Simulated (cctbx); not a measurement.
# Diagnosing a refinement

Cell a = 7.1600 Å, b = 4.4920 Å, c = 8.2160 Å, α = 90.00°, β = 90.00°, γ = 90.00°; space group Pnma (no. 62).

Simulated single-crystal data (cctbx): Mo Kα, λ = 0.71073 Å, to d = 0.84 Å, 95 % of the full sphere, strongest reflection 40000 counts, noise from counting, a 3 % proportional error and a noise floor of 15 counts (s.d.); no absorption.

An isotropic refinement with weights 1/σ² prints:

```text
Rint 0.029, 265 unique reflections to 0.84 A
cycle     R1     wR2    GooF  max shift (A)
   1  0.3212  0.6318  30.761   0.32898
   8  0.0117  0.0563   2.743   0.00027
final R1 0.0117 wR2 0.0563 GooF 2.743  parameters 12  data/parameter 22.1
atom        x        y        z      Ueq    occ   su(xyz)  su(Uiso or U11)
Bi1    0.51709  0.75000  0.18874   0.0150  1.000  0.00011  0.0003
Ir1    0.27434  0.75000  0.60977   0.0120  1.000  0.00010  0.0003
Sn1    0.16638  0.75000  0.93239   0.0151  1.000  0.00019  0.0004
Sn2    0.69004  0.75000  0.49808   1.0000  1.000  0.00846  0.0452
difference map: max 1.22 min -1.67 rms 0.49
Q1    0.2194  0.2500  0.9714    4    1.23  1.14 A from Ir1
Q2    0.1112  0.7500  0.5916    4    1.14  1.18 A from Ir1
Q3    0.0169  0.7500  0.4990    4    1.13  1.54 A from Bi1
Q4    0.0316  0.0263  0.4075    8    1.11  1.48 A from Bi1
Q5    0.0902  0.2500  0.0739    4    1.08  1.01 A from Ir1
Q6    0.0278  0.6250  0.4500    8    1.05  1.27 A from Bi1
```

**Question.** Can this result stand? If not, what is the likely fault?

Mend it. The fault: spurious atom: Sn2. Against the right model at the same level, R1 goes from 0.0082 to 0.0117 and GooF from 0.89 to 2.74 and Sn2 takes U = the program's ceiling. A site with no density behind it hides by a very large U or drifts.

The compound is SnBiIr. The right model at the same level gives:

```text
Rint 0.029, 265 unique reflections to 0.84 A
cycle     R1     wR2    GooF  max shift (A)
   1  0.1631  0.3767  18.234   0.07683
   2  0.0082  0.0183   0.886   0.00000
final R1 0.0082 wR2 0.0183 GooF 0.886  parameters 9  data/parameter 29.4
atom        x        y        z      Ueq    occ   su(xyz)  su(Uiso or U11)
Bi1    0.51709  0.75000  0.18878   0.0149  1.000  0.00003  0.0001
Ir1    0.27436  0.75000  0.60980   0.0119  1.000  0.00003  0.0001
Sn1    0.16641  0.75000  0.93228   0.0150  1.000  0.00006  0.0001
difference map: max 0.89 min -0.78 rms 0.20
Q1    0.2126  0.7500  0.6875    4    0.97  0.78 A from Ir1
Q2    0.2517  0.2500  0.4369    4    0.94  0.59 A from Sn1
Q3    0.0577  0.2500  0.0985    4    0.71  1.21 A from Ir1
Q4    0.2593  0.0948  0.3031    8    0.59  1.38 A from Sn1
Q5    0.1667  0.2500  0.4000    4    0.57  1.22 A from Sn1
Q6    0.0303  0.1057  0.6898    8    0.55  0.73 A from Bi1
```

The model is made up (kin elements in a known structure type, no relaxation), so it says nothing on whether the phase exists.

[Middle refinement cycles are left out of these outputs.]

[Logs are printed without paths, hosts, clocks, repeated set-up lines and the standing remarks that a program may print on its own settings, such as how far it seeks lower states.]
